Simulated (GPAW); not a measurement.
# Near-edge structure at the Y L₃ edge of Y (P6_3/mmc), part 2 of 2

Aim: the near-edge shape at the Y L₃ edge of Y (P6_3/mmc), and what the core hole does to it.

GPAW 26.7.0; X-ray absorption from dipole matrix elements to empty bands, plane-wave PAW PBE.

So far. Step 6 (Spectrum with FCH, Y atom 1): Against the first run the r.m.s. difference is 1 %. The highest intensity below 24 eV stays at 1.4 eV. Step 7 (Spectrum with HCH, Y atom 1): The scaled spectrum changes by 17 % r.m.s. Another feature, at 4.4 eV (2.51), becomes the highest below 24 eV; the one at 1.4 eV (2.68) is now at 1.6 eV (2.15).

## (10) Spectrum with XCH, Y atom 1

This attempt departs from the first core-hole run: charge keyword to -2.

xas.py

```python
import numpy as np
from ase import Atoms
from ase.parallel import parprint, paropen
from gpaw import GPAW, PW, FermiDirac, Mixer, MixerDif, setup_paths
from gpaw.test import gen
setup_paths.insert(0, '.')
gen('Y', name='fch2p', xcname='PBE', corehole=(2, 1, 1), write_xml=True)
from gpaw.mpi import world
world.barrier()

atoms = Atoms('Y8',
    cell=[[-1.8237, -3.15874106, -5.7306],
     [1.8237, 3.15874106, -5.7306],
     [7.2948, 0, 0]],
    scaled_positions=[[0.45833333, 0.79166667, 0.16666667],
     [0.95833333, 0.29166667, 0.16666667],
     [0.45833333, 0.79166667, 0.66666667],
     [0.95833333, 0.29166667, 0.66666667],
     [0.54166667, 0.20833333, 0.83333333],
     [0.04166667, 0.70833333, 0.83333333],
     [0.54166667, 0.20833333, 0.33333333],
     [0.04166667, 0.70833333, 0.33333333]],
    pbc=True)
atoms.calc = calc = GPAW(legacy_gpaw=True, mode=PW(430), xc='PBE', setups={0: 'fch2p'},
    kpts={'size': (3, 3, 3), 'gamma': True}, occupations=FermiDirac(0.1),
    charge=-2, mixer=Mixer(0.1, 5, 50), maxiter=150,
    convergence={'density': 0.0001}, txt='scf.txt')
energy = atoms.get_potential_energy() + calc.get_reference_energy()
ef = calc.get_fermi_level()
out = dict(energy=energy, fermi=ef, forces=atoms.get_forces().tolist())
parprint(f'all-electron energy {energy:.4f} eV, Fermi level {ef:.4f} eV')
ev = np.array([[calc.get_eigenvalues(k, s) for k in range(len(calc.get_ibz_k_points()))] for s in range(calc.get_number_of_spins())])
out['homo'], out['lumo'], out['counts'] = ev[ev < ef].max(), ev[ev > ef].min(), sorted(set((ev < ef).sum((0, 2)).tolist()))
out['filled'] = (ev[:, 0] < ef).sum(1).tolist()

from ase.units import Ha
from gpaw.xas import dipole_matrix_elements
nb = int(calc.get_number_of_electrons() / 2) + 200
top, nb = nb, nb + 8 + nb // 12
nscf = calc.fixed_density(kpts={'size': (3, 3, 3), 'gamma': True}, nbands=nb,
    convergence={'bands': top, 'eigenstates': 1e-5}, maxiter=60, txt='nscf.txt')
cell = atoms.cell.array
ops = [cell.T @ U.T @ np.linalg.inv(cell.T) for U in nscf.wfs.kd.symmetry.op_scc]
E = np.arange(-6, 34, 0.1)
fwhm = np.interp(E, [4, 25], [1.5, 3.5])
Y, X, zero, highest = 0, 0, 1e9, 1e9
for spin in range(nscf.get_number_of_spins()):
    wfs = nscf.wfs
    A = dipole_matrix_elements(wfs.setups[0])
    eps = np.zeros((wfs.kd.nibzkpts, nb))
    d = np.zeros((3, A.shape[1], wfs.kd.nibzkpts, nb), complex)
    for kpt in wfs.kpt_u:
        if kpt.s == spin and 0 in kpt.P_ani:
            eps[kpt.k] = kpt.eps_n * Ha
            d[:, :, kpt.k] = (kpt.weight * wfs.nspins / 2) ** 0.5 * np.inner(A, kpt.P_ani[0])
    world.sum(eps)
    world.sum(d)
    T = np.einsum('amkn,bmkn->abkn', d, d.conj()).real
    T = sum(np.einsum('ai,ijkn,bj->abkn', R, T, R) for R in ops) / len(ops)
    empty = eps > ef
    zero, highest = min(zero, eps[empty].min()), min(highest, eps[:, top - 1].min())
    lines = [(eps, T, empty)] if spin == 0 else lines + [(eps, T, empty)]
for eps, T, empty in lines:
    f = np.einsum('aakn->akn', T).reshape(3, -1)
    x = eps.ravel() - zero
    w = np.interp(x, E, fwhm) / 2.35482
    g = np.exp(-0.5 * ((E[:, None] - x) / w) ** 2) / (w * (2 * np.pi) ** 0.5)
    Y = Y + (f * empty.ravel()) @ g.T
    X = X + (f * ~empty.ravel()) @ g.T
out.update(E=E.round(2).tolist(), xas=Y.tolist(), xes=X.tolist(), zero=zero, valid=highest - zero, nk=len(eps), nb=nb)
for i in range(0, len(E), 10):
    parprint(f'{E[i]:7.2f}', *(f'{v:10.3e}' for v in Y[:, i]))
import json
with paropen('out.json', 'w') as f:
    json.dump(out, f)
```

Launch:

```
> OMP_NUM_THREADS=1 mpirun -n 4 gpaw python xas.py
```

Wall time 3.5 min (4 MPI ranks of Arm Neoverse V2, shared host); peak memory 0.48 GiB; 14 min of CPU time.

The run finished. A setting was moved off its sound value on purpose, so it serves as a test and not as the result.

The fault put into the input: the charge keyword adds two electrons for one core hole.

The scaled spectrum changes by 2 % r.m.s. The highest intensity below 24 eV goes from 1.4 eV (2.68) to 1.2 eV (2.64).

```tsv
E (eV)	first run	this run
-2.0	0.00	0.00
-0.5	0.53	0.49
1.0	2.58	2.55
2.5	1.80	1.77
4.0	2.42	2.45
5.5	1.01	0.98
7.0	0.53	0.54
8.5	0.63	0.65
10.0	0.75	0.76
11.5	0.65	0.64
13.0	0.44	0.44
14.5	0.44	0.45
16.0	0.61	0.62
17.5	0.67	0.68
19.0	0.61	0.61
20.5	0.58	0.58
22.0	0.56	0.56
23.5	0.50	0.50
25.0	0.45	0.45
26.5	0.45	0.46
28.0	0.50	0.51
29.5	0.54	0.54
31.0	0.54	0.54
```

## (11) With and without the hole

Both curves are counted from their own zero, so only the shift of weight within the empty states shows.

```tsv
E (eV)	no hole	XCH
-2.0	0.00	0.00
-1.0	0.07	0.15
0.0	0.49	1.20
1.0	1.27	2.58
2.0	1.52	2.24
3.0	1.31	1.74
4.0	2.06	2.42
5.0	2.58	1.65
6.0	1.29	0.60
7.0	0.74	0.53
8.0	0.87	0.62
9.0	0.76	0.67
10.0	0.88	0.75
11.0	0.94	0.71
12.0	0.72	0.57
13.0	0.53	0.44
14.0	0.48	0.41
15.0	0.54	0.48
16.0	0.67	0.61
17.0	0.77	0.67
18.0	0.72	0.66
19.0	0.64	0.61
20.0	0.64	0.58
21.0	0.68	0.58
22.0	0.68	0.56
23.0	0.62	0.52
24.0	0.54	0.47
25.0	0.48	0.45
26.0	0.47	0.44
27.0	0.51	0.47
28.0	0.56	0.50
29.0	0.59	0.53
30.0	0.59	0.54
31.0	0.56	0.54
32.0	0.53	0.52
```

With each curve scaled to its own mean, the area from −2 to 6 eV with the hole is 12.3 against 10.0, and the centre of weight from −1 to 20 eV moves by -1.2 eV: the hole pulls the absorber's empty states down.

## (12) Results

- absorber and edge: Y L₃, atom 1 of the ground-state input (counted from 1)
- surroundings: 6 Y at 3.56 Å and 6 Y at 3.65 Å (anticuboctahedral, as in hcp, site symmetry -6m2)
- highest intensity below 24 eV: 1.4 eV above the zero, height 2.68

What this shows: The Y L₃ edge of atom 1, with 6 Y at 3.56 Å and 6 Y at 3.65 Å (anticuboctahedral, as in hcp, site symmetry -6m2), has its highest intensity of the first 24 eV at 1.4 eV above the zero, 2.7 times the mean level of the first 20 eV (Gaussian full width 1.5 eV up to 4 eV, rising linearly to 3.5 eV at 25 eV). With each curve scaled to its own mean, the area from −2 to 6 eV with the hole is 12.3 against 10.0, and the centre of weight from −1 to 20 eV moves by -1.2 eV: the hole pulls the absorber's empty states down. Changing the core hole to FCH alters the shape by 1 % r.m.s., so the result is insensitive to this choice. Changing the core hole from full to half alters the shape by 17 % r.m.s., a modest effect on the whole, though the highest intensity moves to 4.4 eV. A cell with holes 3.6 Å apart changes the curve by 16 % r.m.s. (15 % after the best shift). At the Y L₃ edge of atom 1 polarisation matters most near 2.0 eV, where the curves differ by 0.3 on this scale. Only the L₃ part is meant: spin–orbit coupling of the core level isn't computed and the L₂ copy isn't added. The mesh is coarse (0.38 Å⁻¹ between points), so small maxima may be mesh ripples. Lifetime broadening is put in by hand, and intensities beyond about 20 eV depend on it and on the partial waves; weight that the partial waves miss at high energy is lost. The structure is a published determination, not relaxed.

[Logs are printed without paths, hosts, clocks, repeated set-up lines and the standing remarks that a program may print on its own settings, such as how far it seeks lower states.]

[Hosts, paths, dates, database ids (printed as entryN), source tags and the programs' standing remarks are cut or masked in the printed files.]

[Lists of maxima count a maximum above −3 eV only where it reaches 4 % of the highest in the window and stands out from its surroundings by 2 % of it (1.5 % where it reaches 55 %); shoulders and weaker maxima are passed over, and of the rest the first, up to two pre-edge ones and the few strongest are named.]
